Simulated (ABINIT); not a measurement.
```
! title: CdS (Greenockite): one start, several treatments of the self-energy
! method: RPA screening on PBE, plane waves, norm-conserving pseudopotentials (and 3 further levels or steps)
! program: ABINIT 10.8.3
! settings: cutoff 47 Ha, PseudoDojo scalar-relativistic 0.4.1 standard, norm-conserving, ngkpt (3, 3, 2), nband 165, ecuteps 5.6 Ha, gwcalctyp 1, nfreqim 16, inclvkb 2, shiftk (0, 0, 0), symchi 1, awtr 1, frequency ac, 3×3×2 k-mesh
! cost: 9 runs, 12 min in all on 4 MPI ranks of Intel Xeon 6975P-C (Granite Rapids), shared host
! notes: The database entry behind the starting cell differs from other determinations of this structure. The program’s warnings: nkpt*nsppol () is not a multiple of nproc spkpt (). The cell and positions come from the Crystallography Open Database and are kept as given unless a step says otherwise. Limits: no spin-orbit coupling. The 3×3×2 mesh is coarse for this cell, which bears on the long-range parts of exchange and screening.
! G0W0, Godby-Needs plasmon pole: 2.036 eV
! G0W0, Hybertsen-Louie plasmon pole: 2.184 eV
! G0W0, von der Linden-Horsch plasmon pole: 2.008 eV
! G0W0, Engel-Farid plasmon pole: 1.981 eV
! one-shot Hartree-Fock: 8.262 eV
! G0W0, analytic continuation: 1.787 eV
! known limits: short of the basis limit; no spin-orbit coupling; coarse k mesh
CELL_PARAMETERS angstrom
4.15000 0.00000 0.00000
-2.07500 3.59401 0.00000
0.00000 0.00000 6.73700
ATOMIC_POSITIONS crystal
Cd 0.33333 0.66667 0.00000
Cd 0.66667 0.33333 0.50000
S 0.33333 0.66667 0.37500
S 0.66667 0.33333 0.87500
```

[Long decimals in the printed logs are rounded to 6 places.]

[Logs are printed without paths, hosts, clocks, repeated set-up lines and the standing remarks that a program may print on its own settings, such as how far it seeks lower states.]

[Paths, hosts, dates, memory and timing lines, banners, echoed tables and standing remarks are left out of the program output; an Ansatz launch command may be rebuilt from the run's recorded settings. Measured values are a selection of at most five: reports struck by readers or far from the other reports are left out. None is set beside runs whose start may be inverted or whose files or cutoffs have a known fault.]

[Runs of the session that timed out or met a known fault of the program may be left out.]

[Hosts, paths, dates, database ids (printed as entryN), source tags and the programs' standing remarks are cut or masked in the printed files.]

[G0W0 gaps are taken among the corrected bands and points alone; a level outside them can change the order at an edge.]

[Where Ansatz stands beside ABINIT at settings called matched, ABINIT's density can come from a denser mesh and the files from another edition; pairs whose starting gaps differed by over 0.03 eV were left out, so agreement reads better than it is.]
